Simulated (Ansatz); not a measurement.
## linear Pt chain under tension and compression

Aim: how do moment and conductance of the linear Pt chain follow its length?

Program: Ansatz 0.2.0. Level of theory: DFT LDA, plane waves, PAW; relaxation of a chain's period, in the first sound run; inputs show where later runs differ. Results are calculated unless marked as measured.

**1. The starting structure**

The cell holds 1 atom: 1 Pt. Its edges and angles: a = 7.500 Å, b = 7.500 Å, c = 2.530 Å, α = 90.0°, β = 90.0°, γ = 90.0°. Vacuum lies along a and b. The structure's axis is c.

**2. Relaxing the period**

Band widths follow the bond lengths, so the chain is relaxed first. The atoms and the third cell vector are free; the box across stays fixed as vacuum. Moments are seeded so that a magnetic state can form if it lies lower. A Fermi-Dirac smearing is set since the result may be a metal. The pressure printed is a third of the stress's trace over the whole box, vacuum included; only the stress along the axis is relaxed.

Input file input.yaml:

```yaml
crystal:
  lattice:
    - [7.5, 0.0, 0.0]
    - [0.0, 7.5, 0.0]
    - [0.0, 0.0, 2.5296]
  atoms:
    - { symbol: Pt, position: [0.5, 0.5, 0.0], spin: 0.6 }
magnetization:
  spin_polarized: true
kpoints:
  mp_grid: { grid: [1, 1, 32] }
scf:
  occupations: { method: fermi_dirac, width: 0.05 }
hamiltonian:
  xc: lda
relax:
  cell: { fix: [a, b, alpha, beta, gamma] }
  max_steps: 60
```

The run is started by

```bash
> ansatz run input.yaml --threads 4 --pin off --max-ram 8192MiB --backend cpu --events-out ev --progress --plain --runs-dir out
```

Numbers of over 12 decimals in the logs are rounded to 6 here.

Log:

```text
Engine: ansatz 0.2.0, aarch64-unknown-linux-gnu
Pseudopotentials: kind: paw
Pseudopotential: Pt, paw, valence charge 18, recommended cutoff 420 eV (normal), Pt.paw.azcp
Functional definition: SPW92
  exchange = slater_x
  correlation = pw_c
Crystal: 1 atoms, lattice volume = 142.290 Å³
Basis set: ecut = 420 eV, 2777 PW (Γ)
Bands: 14, of which v1, the nominal top of the filled ones, is band 9 counted from 1 (8 counted from 0)
Symmetry: 16 space group operations
Space group: P4/mmm (ITA 123), of the structure as read, at distance tolerance 5.2e-5 Å
Magnetic group: BNS 123.339 (UNI 999), of the structure as read, at distance tolerance 5.2e-5 Å
k-points: 17 of 32
Non-local potential: Pt, projectors of the file, l = 0: 3, l = 1: 2, l = 2: 2, l = 3: 1
PAW form: soft (Blöchl's): semilocal exchange-correlation on the pseudo side does not see the compensation charge
PAW frozen core: Pt, regenerated for the run's functional, and the local potential with it (the file was generated under x = pbe(κ = 0.804, μ = 0.219515), c = pbe(β = 0.066725))
PAW one-centre angular grid: Pt, 590 points (default); XC on 64 Gauss nodes
Initial density: superposition of atomic densities (neutral atoms: chi_scale 0, normalization atom)
Starting moments: Σ|m| = 0.6 μB on 1 of 1 site
Initial wavefunctions: pseudopotential atomic-orbital guess
Functional: x = slater, c = lda
SCF iter   1: F=—  HF=-12241.059230 eV  |F-HF|=—  |Δ(HF+E_count)|=         —  Δρ=1.23e-2 (↑1.23e-2 ↓1.19e-2)  dr2=5.79e-1  dr2_m=6.48e-3  M=0.539 μB ∫|m|=0.540 μB  β_m=0.30  ethr=3.10e-3  ⟨swp⟩=5.3  Hψ=2352  notcnv=0
Mixer restart at iter 1: flushing history
preconditioner: auto → LDOS  [metal: Δε(μ)=0.046 eV  Ē_g=7.497 eV  σ=0.050 eV  W_gap=0.22  n_scr=20 (ndim 8)  ℏωp=9.8 eV  f_vac=0.709  D(μ)=3.64/eV (n_scr^D=20)]
spin=Collinear: LDOS preconditioning applied to the charge; magnetization (m = ρ↑ − ρ↓) channel mixes plain (no charge-response kernel on spin).
SCF iter   2: F=—  HF=-12241.099980 eV  |F-HF|=—  |Δ(HF+E_count)|=   4.08e-2  Δρ=7.41e-3 (↑7.41e-3 ↓7.34e-3)  dr2=1.77e-1  dr2_m=4.33e-3  M=0.520 μB ∫|m|=0.521 μB  β_m=0.49  ethr=3.10e-3  ⟨swp⟩=1.6  Hψ=789  notcnv=0
SCF iter   3: F=—  HF=-12241.242474 eV  |F-HF|=—  |Δ(HF+E_count)|=         —  Δρ=5.89e-3 (↑5.51e-3 ↓5.89e-3)  dr2=1.00e-2  dr2_m=3.49e-2  M=0.214 μB ∫|m|=0.214 μB  β_m=0.49  ethr=9.81e-4  ⟨swp⟩=2.1  Hψ=808  notcnv=0  defer=10
Mixer restart at iter 3: flushing history
SCF iter   4: F=—  HF=-12241.255600 eV  |F-HF|=—  |Δ(HF+E_count)|=   1.31e-2  Δρ=4.08e-3 (↑4.08e-3 ↓3.74e-3)  dr2=2.55e-3  dr2_m=1.79e-2  M=0.146 μB ∫|m|=0.146 μB  β_m=0.74  ethr=5.57e-5  ⟨swp⟩=2.9  Hψ=972  notcnv=0  defer=10
SCF iter   5: F=—  HF=-12241.265123 eV  |F-HF|=—  |Δ(HF+E_count)|=   9.52e-3  Δρ=8.47e-4 (↑4.82e-4 ↓8.47e-4)  dr2=1.10e-3  dr2_m=2.46e-4  M=0.025 μB ∫|m|=0.025 μB  β_m=0.71  ethr=1.42e-5  ⟨swp⟩=2.0  Hψ=918  notcnv=0  defer=10
SCF iter   6: F=—  HF=-12241.264717 eV  |F-HF|=—  |Δ(HF+E_count)|=   4.06e-4  Δρ=3.48e-4 (↑1.14e-4 ↓3.48e-4)  dr2=3.01e-5  dr2_m=5.91e-5  M=0.011 μB ∫|m|=0.011 μB  β_m=0.85  ethr=6.09e-6  ⟨swp⟩=2.6  Hψ=830  notcnv=0  defer=10
SCF iter   7: F=—  HF=-12241.264816 eV  |F-HF|=—  |Δ(HF+E_count)|=   9.92e-5  Δρ=8.34e-5 (↑7.42e-5 ↓8.34e-5)  dr2=2.96e-6  dr2_m=6.88e-6  M=0.003 μB ∫|m|=0.003 μB  β_m=0.84  ethr=1.67e-7  ⟨swp⟩=2.4  Hψ=785  notcnv=0  defer=10
SCF iter   8: F=—  HF=-12241.264816 eV  |F-HF|=—  |Δ(HF+E_count)|=   3.73e-7  Δρ=1.12e-5 (↑5.54e-6 ↓1.12e-5)  dr2=2.09e-7  dr2_m=5.29e-8  M=0.000 μB ∫|m|=0.000 μB  β_m=0.92  ethr=1.64e-8  ⟨swp⟩=2.6  Hψ=735  notcnv=0  defer=10
SCF iter   9: F=—  HF=-12241.264817 eV  |F-HF|=—  |Δ(HF+E_count)|=   5.69e-7  Δρ=3.51e-6 (↑2.90e-6 ↓3.51e-6)  dr2=8.38e-9  dr2_m=8.34e-9  M=0.000 μB ∫|m|=0.000 μB  β_m=0.92  ethr=1.16e-9  ⟨swp⟩=2.0  Hψ=707  notcnv=0  defer=10
SCF iter  10: F=—  HF=-12241.264817 eV  |F-HF|=—  |Δ(HF+E_count)|=   4.88e-9  Δρ=5.58e-7 (↑5.58e-7 ↓3.41e-7)  dr2=3.71e-10  dr2_m=1.46e-10  M=0.000 μB ∫|m|=0.000 μB  β_m=0.88  ethr=4.66e-11  ⟨swp⟩=2.4  Hψ=777  notcnv=0  defer=10
SCF iter  11: F=-12241.264817 eV  HF=-12241.264817 eV  |F-HF|=1.09e-11  |Δ(HF+E_count)|=  1.53e-10  Δρ=1.05e-7 (↑1.05e-7 ↓1.01e-7)  dr2=1.16e-11  dr2_m=5.62e-12  M=0.000 μB ∫|m|=0.000 μB  ethr=2.06e-12  ⟨swp⟩=1.0  Hψ=1377  notcnv=0
WARN: the starting moments were not kept: the SCF closed with an absolute magnetisation of 5.6e-6 μB, where they sum to 0.6 μB in size (1 site). That is at most 0.1 of that sum. Measured as dr2_m measures the in/out step, that magnetisation stands 1.1e-11 eV from none, at or under the dr2_threshold of 1.0e-7 eV: it is no larger than a step whose dr2_m would equal this threshold. The system may hold no moment; this SC [...]
SCF 1 converged in 11 iterations: F = -12241.264817 eV  dr2 = 1.16e-11
  greatest PAW one-centre occupation: 1.000 electrons in one spin orbital (limit 2), on the Pt atom at site 0 (counted from 0), in its partial waves of l = 0
relax step   1: F+E_penalty+E_count = -12241.26481701 eV  Δ(F+E_penalty+E_count) = +0.000e0 eV  max|allowed force component| = 0.000e0 eV/Å  Δτ_max = 0.0000 Å  P = -2.611 GPa  Ω = 142.290 Å³  fix = [a, b, alpha, beta, gamma]  reactions: a -0.096, b -0.096 GPa  (11 SCF iters, dr2 threshold 1.00e-7 eV, accepted)
Crystal: 1 atoms, lattice volume = 135.353 Å³
Basis set: ecut = 420 eV, 2625 PW (Γ)
Initial density: handed on by an earlier stage of this run
Starting moments: Σ|m| = 0.6 μB on 1 of 1 site; this step starts from the density that it was given
Initial wavefunctions: those handed on with the density
iter 1 solved again at ethr=2.57e-5 eV; its pass at ethr=3.10e-3 eV (dr2=4.62e-3 eV) is discarded
SCF iter   1: F=—  HF=-12241.545144 eV  |F-HF|=—  |Δ(HF+E_count)|=         —  Δρ=1.55e-3 (↑1.55e-3 ↓1.07e-3)  dr2=4.47e-3  dr2_m=1.28e-4  M=0.019 μB ∫|m|=0.019 μB  β_m=0.65  ethr=2.57e-5  ⟨swp⟩=1.6  Hψ=3419  notcnv=0
preconditioner: auto → LDOS  [metal: Δε(μ)=0.019 eV  Ē_g=8.045 eV  σ=0.050 eV  W_gap=0.10  n_scr=8 (ndim 8)  ℏωp=10.1 eV  f_vac=0.710  D(μ)=1.64/eV (n_scr^D=8)]
spin=Collinear: LDOS preconditioning applied to the charge; magnetization (m = ρ↑ − ρ↓) channel mixes plain (no charge-response kernel on spin).
SCF iter   2: F=—  HF=-12241.542833 eV  |F-HF|=—  |Δ(HF+E_count)|=   2.31e-3  Δρ=5.55e-4 (↑5.55e-4 ↓3.14e-4)  dr2=3.01e-4  dr2_m=8.16e-5  M=0.009 μB ∫|m|=0.009 μB  β_m=0.58  ethr=2.48e-5  ⟨swp⟩=2.7  Hψ=775  notcnv=0
[...]
iter 6 did not close the SCF: its close was put off for a magnetic moment that had not settled (scf_convergence_deferred on its scf_iter line)
SCF iter   6: F=-12241.633604 eV  HF=-12241.633604 eV  |F-HF|=4.67e-10  |Δ(HF+E_count)|=   1.07e-8  Δρ=6.02e-7 (↑6.02e-7 ↓3.47e-7)  dr2=1.60e-10  dr2_m=1.82e-10  M=0.000 μB ∫|m|=0.000 μB  β_m=0.90  ethr=1.35e-10  ⟨swp⟩=2.0  Hψ=1531  notcnv=0
SCF iter   7: F=-12241.633604 eV  HF=-12241.633604 eV  |F-HF|=7.09e-11  |Δ(HF+E_count)|=  5.75e-10  Δρ=1.60e-7 (↑1.21e-7 ↓1.60e-7)  dr2=8.40e-11  dr2_m=5.04e-12  M=0.000 μB ∫|m|=0.000 μB  ethr=1.00e-12  ⟨swp⟩=1.0  Hψ=1383  notcnv=0
the starting moments were not kept: the SCF closed with an absolute magnetisation of 1.3e-6 μB, where they sum to 0.6 μB in size (1 site). That is at most 0.1 of that sum. Measured as dr2_m measures the in/out step, that magnetisation stands 8.0e-13 eV from none, at or under the dr2_threshold of 1.0e-7 eV: it is no larger than a step whose dr2_m would equal this threshold.
SCF 3 converged in 7 iterations: F = -12241.633604 eV  dr2 = 8.40e-11
relax step   3: F+E_penalty+E_count = -12241.63360429 eV  Δ(F+E_penalty+E_count) = -9.079e-2 eV  max|allowed force component| = 0.000e0 eV/Å  Δτ_max = 0.0000 Å  P = +0.352 GPa  Ω = 128.417 Å³  energy of the carried Pulay correction = +9.316e-4 eV  fix = [a, b, alpha, beta, gamma]  reactions: a -0.095, b -0.095 GPa  (7 SCF iters, dr2 threshold 1.00e-7 eV, accepted)
[...]
relax step   4: F+E_penalty+E_count = -12241.63743877 eV  Δ(F+E_penalty+E_count) = -3.834e-3 eV  max|allowed force component| = 0.000e0 eV/Å  Δτ_max = 0.0000 Å  P = -0.176 GPa  Ω = 129.854 Å³  energy of the carried Pulay correction = +8.344e-4 eV  fix = [a, b, alpha, beta, gamma]  reactions: a -0.096, b -0.096 GPa  (7 SCF iters, dr2 threshold 1.00e-7 eV, accepted)
[...]
relax step   5: F+E_penalty+E_count = -12241.63779677 eV  Δ(F+E_penalty+E_count) = -3.580e-4 eV  max|allowed force component| = 0.000e0 eV/Å  Δτ_max = 0.0000 Å  P = -0.066 GPa  Ω = 129.540 Å³  energy of the carried Pulay correction = +8.556e-4 eV  fix = [a, b, alpha, beta, gamma]  reactions: a -0.096, b -0.096 GPa  (6 SCF iters, dr2 threshold 1.00e-7 eV, accepted)
Initial wavefunctions: pseudopotential atomic-orbital guess (no wavefunctions were taken with the density)
iter 1 solved again at ethr=2.58e-7 eV; its pass at ethr=3.10e-3 eV (dr2=4.65e-5 eV) is discarded
SCF iter   1: F=—  HF=-12241.636907 eV  |F-HF|=—  |Δ(HF+E_count)|=         —  Δρ=7.16e-5 (↑7.16e-5 ↓7.15e-5)  dr2=4.70e-6  dr2_m=1.21e-11  M=0.000 μB ∫|m|=0.000 μB  β_m=0.65  ethr=2.58e-7  ⟨swp⟩=3.2  Hψ=3960  notcnv=0
preconditioner: auto → LDOS  [metal: Δε(μ)=0.073 eV  Ē_g=8.588 eV  σ=0.050 eV  W_gap=0.33  n_scr=8 (ndim 8)  ℏωp=10.3 eV  f_vac=0.711  D(μ)=1.55/eV (n_scr^D=8)]
spin=Collinear: LDOS preconditioning applied to the charge; magnetization (m = ρ↑ − ρ↓) channel mixes plain (no charge-response kernel on spin).
SCF iter   2: F=—  HF=-12241.636909 eV  |F-HF|=—  |Δ(HF+E_count)|=   1.33e-6  Δρ=2.28e-5 (↑2.28e-5 ↓2.28e-5)  dr2=3.80e-7  dr2_m=2.59e-12  M=0.000 μB ∫|m|=0.000 μB  β_m=0.58  ethr=2.61e-8  ⟨swp⟩=2.2  Hψ=766  notcnv=0
SCF iter   3: F=—  HF=-12241.636909 eV  |F-HF|=—  |Δ(HF+E_count)|=   2.26e-7  Δρ=5.14e-6 (↑5.13e-6 ↓5.14e-6)  dr2=2.67e-8  dr2_m=3.31e-13  M=0.000 μB ∫|m|=0.000 μB  β_m=0.74  ethr=2.11e-9  ⟨swp⟩=2.0  Hψ=740  notcnv=0
SCF iter   4: F=—  HF=-12241.636909 eV  |F-HF|=—  |Δ(HF+E_count)|=   2.92e-8  Δρ=6.58e-7 (↑6.58e-7 ↓6.57e-7)  dr2=1.04e-9  dr2_m=1.09e-14  M=0.000 μB ∫|m|=0.000 μB  β_m=0.70  ethr=1.48e-10  ⟨swp⟩=2.2  Hψ=584  notcnv=0
SCF iter   5: F=—  HF=-12241.636909 eV  |F-HF|=—  |Δ(HF+E_count)|=   1.25e-9  Δρ=1.43e-7 (↑1.43e-7 ↓1.41e-7)  dr2=4.11e-11  dr2_m=3.06e-15  M=0.000 μB ∫|m|=0.000 μB  β_m=0.81  ethr=5.78e-12  ⟨swp⟩=2.6  Hψ=804  notcnv=0
SCF iter   6: F=—  HF=-12241.636909 eV  |F-HF|=—  |Δ(HF+E_count)|=  4.00e-11  Δρ=9.64e-9 (↑9.64e-9 ↓9.54e-9)  dr2=2.78e-13  dr2_m=3.74e-17  M=0.000 μB ∫|m|=0.000 μB  β_m=0.86  ethr=1.00e-12  ⟨swp⟩=1.0  Hψ=476  notcnv=0
SCF iter   7: F=-12241.636909 eV  HF=-12241.636909 eV  |F-HF|=0.00e0  |Δ(HF+E_count)|=  1.82e-12  Δρ=1.98e-9 (↑1.95e-9 ↓1.98e-9)  dr2=1.04e-14  dr2_m=2.15e-18  M=0.000 μB ∫|m|=0.000 μB  ethr=1.00e-12  ⟨swp⟩=3.7  Hψ=1632  notcnv=0
the starting moments were not kept: the SCF closed with an absolute magnetisation of 1.5e-9 μB, where they sum to 0.6 μB in size (1 site). That is at most 0.1 of that sum. Measured as dr2_m measures the in/out step, that magnetisation stands 1.0e-18 eV from none, at or under the dr2_threshold of 1.0e-11 eV: it is no larger than a step whose dr2_m would equal this threshold.
SCF 6 converged in 7 iterations: F = -12241.636909 eV  dr2 = 1.04e-14
relax step   6: F+E_penalty+E_count = -12241.63690893 eV  Δ(F+E_penalty+E_count) = +8.878e-4 eV  max|allowed force component| = 0.000e0 eV/Å  Δτ_max = 0.0000 Å  P = -0.067 GPa  Ω = 129.540 Å³  fix = [a, b, alpha, beta, gamma]  reactions: a -0.095, b -0.095 GPa  stress off target by 1.08e-2 GPa on what of the cell is left free  SCF on the basis re-selected at this cell (its energy is not comparable with the rows above)  (7 SCF iters)
basis re-selected at this cell: Δ(F+E_penalty+E_count) = +8.878e-4 eV, ΔP = -0.000 GPa vs the last step (what re-selecting the basis moved, of the pressure what is left beyond the Pulay correction that the steps carried, after the strain that the cell walked since its last selection, with what the two solves' SCF thresholds leave and, on support functions, any second-order correction that the steps lacked; it is no measure of the basis error at this ecutwfc). The dense FFT grid was sized anew with the basis: this SCF ran on 54×54×16 points, the steps before it on 54×54×18, so part of this shift can come from that change (see relax.cell in the input reference). [rest of the remark cut]
SCF converged after 7 iterations
Magnetization: 0.0000 μB (9.0000 up, 9.0000 down)
Absolute magnetization: 0.0000 μB (∫|ρ↑−ρ↓|, with the PAW one-centre terms)
Spin contamination: 0.0000 ħ² per cell (⟨S²⟩ above its minimum at these occupations)
Per-site moments (μB) at R_I (Å): [(1.1808166836816955e-9, 0.949959)]
Free energy (F): -12241.636909 eV
Harris-Foulkes:  -12241.636909 eV  (|F-HF|=0.00e0)
Internal energy: -12241.624877 eV  (E = F + TS)
E sigma→0 (E₀):  -12241.630893 eV
Entropy (-TS):   -0.012032 eV (-12.032 meV/atom)
Fermi energy:    -2.962833 eV
--- Per-component energies (eV) ---
  E_band       = -582.534708
  E_kinetic    = 637.658817
  E_local      = -5476.805917  (includes V_loc(G=0)·N_el)
  E_nonlocal   = 209.290702
  E_hartree    = 2321.807130
  E_xc         = -256.969622
  E_vxc        = -298.236863  (∫ρ·V_xc dr)
  E_paw        = -9179.219473  (= ΣΔE_a)
  E_vpaw       = -298.055887  (= ΣTr[D̂ρ^β])
  E_aug_tail   = 0.000181  (compensation charges beyond the density's cutoff)
  E_ewald      = -497.850564
  E_core_change = 0.463869  (= ΣΔE_core)
  E_smearing   = -0.012032  (= −TS)
  E_closure    = -0.000000  (closes the sum)
  Σ components = -12241.636909   (vs F -12241.636909, Δ=0.00e0)
--- Forces (eV/Å), atoms counted from 1 ---
  atom   1  Pt     0.00000000     0.00000000     0.00000000
  max |Σ_I F_I| component: 1.77e-28 eV/Å
--- Stress (GPa, compression-positive) ---
       -0.094695       0.000000       0.000000
        0.000000      -0.094695       0.000000
        0.000000       0.000000      -0.010768
  P = ⅓ Tr σ = -0.0667 GPa (-0.667 kbar)
--- Relaxed structure (5 steps of the walk, 5 accepted, 1 SCFs on fresh bases) ---
  F+E_penalty+E_count = -12241.63690893 eV   max|allowed force component| = 0.000e0 eV/Å   (the final SCF, on the basis selected at the relaxed cell)
  cell:  # Å, volume = 129.5399 Å³
    - [7.5, 0.0, 0.0]
    - [0.0, 7.5, 0.0]
    - [0.0, 0.0, 2.302931]
  atoms:
    - { symbol: Pt, position: [0.5, 0.5, 0.0] }
```

Elapsed: 9.2 s, on 4 threads of Arm Neoverse V1, shared host; peak memory 0.38 GiB; 26 s of CPU time.

Step by step:

```tsv
step	energy less that of the first step (eV)	largest force component (eV/Å)	pressure (GPa)	volume (Å³)
1	0.0000	0.0000	-2.61	142.29
2	-0.2780	0.0000	-1.65	135.35
3	-0.3688	0.0000	0.35	128.42
4	-0.3726	0.0000	-0.18	129.85
5	-0.3730	0.0000	-0.07	129.54
6*	-0.3721	0.0000	-0.07	129.54
```

Relaxation steps marked * repeat the geometry before them on a plane-wave basis chosen anew for their cell, so energy and pressure can jump there.

```tsv
cell as run	before	after	change
c (Å)	2.530	2.303	-9.0 %
```

The relaxed structure:

```xyz
1
Lattice="7.5000 0.0000 0.0000 0.0000 7.5000 0.0000 0.0000 0.0000 2.3029" Properties=species:S:1:pos:R:3
Pt    3.7500    3.7500    0.0000
```

Numbers from this step:

```
energy at zero smearing    : -12241.6309 eV
cell length along the wire : 2.303 Å
```

The cell's length comes to 2.303 Å with no moment.

**3. The chain at a fixed length, period over the relaxed period 0.88, k-mesh 1×1×40**

This step: DFT LDA, plane waves, PAW; channels and complex bands of a perfect chain (Ansatz 0.2.0).

The period is set to 0.88 times the relaxed one: shorter bonds widen the bands.

The cell differs from the one that the last finished run ended in (c 2.303 → 2.027 Å).

input.yaml, the sections that differ from step 2:

```yaml
crystal:
  lattice:
    - [7.5, 0.0, 0.0]
    - [0.0, 7.5, 0.0]
    - [0.0, 0.0, 2.0265793695]
  atoms:
    - { symbol: Pt, position: [0.5, 0.5, 0.0], spin: 0.6 }
kpoints:
  mp_grid: { grid: [1, 1, 40] }
output:
  transmission:
    e_range: [-2, 2]
    de: 0.035
    kmesh: [1, 1]
    reduced_basis: true
    leads: [[0, 0]]
  stress: true
# magnetization, scf, hamiltonian: as in step 2
# relax: removed
```

Log:

```text
[...]
Crystal: 1 atoms, lattice volume = 113.995 Å³
Basis set: ecut = 420 eV, 2223 PW (Γ)
Bands: 14, of which v1, the nominal top of the filled ones, is band 9 counted from 1 (8 counted from 0)
Symmetry: 16 space group operations
[...]
k-points: 21 of 40
[...]
Starting moments: Σ|m| = 0.6 μB on 1 of 1 site
[...]
SCF iter   1: F=—  HF=-12240.486478 eV  |F-HF|=—  |Δ(HF+E_count)|=         —  Δρ=2.24e-2 (↑2.24e-2 ↓1.47e-2)  dr2=7.14e-1  dr2_m=9.96e-2  M=0.065 μB ∫|m|=0.065 μB  β_m=0.30  ethr=3.10e-3  ⟨swp⟩=6.0  Hψ=3199  notcnv=0
[...]
SCF iter   9: F=-12240.325393 eV  HF=-12240.325393 eV  |F-HF|=1.82e-12  |Δ(HF+E_count)|=  7.28e-12  Δρ=1.83e-8 (↑1.83e-8 ↓1.27e-8)  dr2=6.05e-13  dr2_m=1.74e-13  M=0.000 μB ∫|m|=0.000 μB  ethr=1.00e-12  ⟨swp⟩=3.5  Hψ=1678  notcnv=0
SCF 1 converged in 9 iterations: F = -12240.325393 eV  dr2 = 6.05e-13
[...]
transmission: 6 of 36 steps passed
transmission: 9 of 36 steps passed
[...]
transmission: 36 of 36 steps passed
SCF converged after 9 iterations
Magnetization: 0.0000 μB (9.0000 up, 9.0000 down)
Absolute magnetization: 0.0000 μB (∫|ρ↑−ρ↓|, with the PAW one-centre terms)
[...]
Per-site moments (μB) at R_I (Å): [(1.3684993750820489e-7, 0.835964)]
Free energy (F): -12240.325393 eV
[...]
Internal energy: -12240.315905 eV  (E = F + TS)
E sigma→0 (E₀):  -12240.320649 eV
Entropy (-TS):   -0.009488 eV (-9.488 meV/atom)
Fermi energy:    -1.877897 eV
[...]
--- Stress (GPa, compression-positive) ---
       -0.080572       0.000000       0.000000
        0.000000      -0.080572       0.000000
        0.000000       0.000000      33.918843
  P = ⅓ Tr σ = 11.2526 GPa (112.526 kbar)
--- Band table (eV; the first three rows and the last of 42) ---
  k-point 0 ↑: bands = [... 5 lower, -5.4235, -5.2116, -5.2085, 0.3173, 0.3173, 0.6244, 0.6244, 3.2278, ... 1 higher]
  k-point 1 ↑: bands = [... 5 lower, -5.4030, -5.1992, -5.1961, -0.0607, -0.0607, 0.9386, 0.9386, 3.2504, ... 1 higher]
  k-point 2 ↑: bands = [... 5 lower, -5.3413, -5.1621, -5.1590, -0.6220, -0.6220, 1.3171, 1.3171, 3.3181, ... 1 higher]
  k-point 20 ↓: bands = [... 5 lower, -9.5849, -2.7710, -2.7704, -1.1014, 4.8193, 9.8909, 9.8909, 10.9307, ... 1 higher]
--- Transmission ---
  basis      : 497 plane waves across, 3 finite elements along
  points     : 1, standing for a mesh of 1 x 1
  filling    : by the input's occupations and mesh, since the crystals that have channels conduct as metals do. If one of these is a semiconductor, that mesh has misplaced its level
  energies   : 115 from -2.000000 to 1.990000 eV about the Fermi level, 0.035000 eV apart; the leads are filled to 0.000000 eV, and channels, transmission and decay are at -0.005000 eV
  crystal 0  : Pt1, at the sites [0, 0], period 2.0266 Å: whole cells are its period
    offset         : up to 0.0000 Å between an atom of the period and one for which it stands
    filled         : 19.2 meV under the level at which it is neutral
    channels       : 4.000000e0 up, 4.000000e0 down
    conductance    : 5.5098e14 S/m² at 300 K; may be off by some 0.0 % by where its bands' edges are placed, 0.0 % from the distance to neutral
```

It took 19 s on 4 threads; peak memory 0.43 GiB; 60 s of CPU time.

Numbers from this step:

| Item | Value |
| --- | --- |
| energy at zero smearing | -12240.3206 eV |
| channels at the energy nearest the Fermi level, spin up | 4 |
| channels at the energy nearest the Fermi level, spin down | 4 |
| conductance of the lead as this run defines it | 4.000 G₀ |
| band gap | 0 eV |

The open channels of the lead by energy, zero at the Fermi level:

```tsv
energy (eV)	spin up	spin down
-2.000	6	6
-1.790	6	6
-1.615	6	6
-1.405	6	6
-1.195	6	6
-0.985	6	6
-0.810	4	4
-0.600	4	4
-0.390	4	4
-0.215	4	4
-0.005	4	4
0.205	4	4
0.415	4	4
0.590	4	4
0.800	3	3
1.010	3	3
1.185	3	3
1.395	3	3
1.605	3	3
1.815	3	3
```

At the computed energy nearest the Fermi level there are 4 spin-up and 4 spin-down channels, and the thermal average gives 4.00 G₀.

(Part 1 of 2 ends here.)

[Logs are printed without paths, hosts, clocks, repeated set-up lines and the standing remarks that a program may print on its own settings, such as how far it seeks lower states.]

[Hosts, paths, dates, database ids (printed as entryN), source tags and the programs' standing remarks are cut or masked in the printed files.]
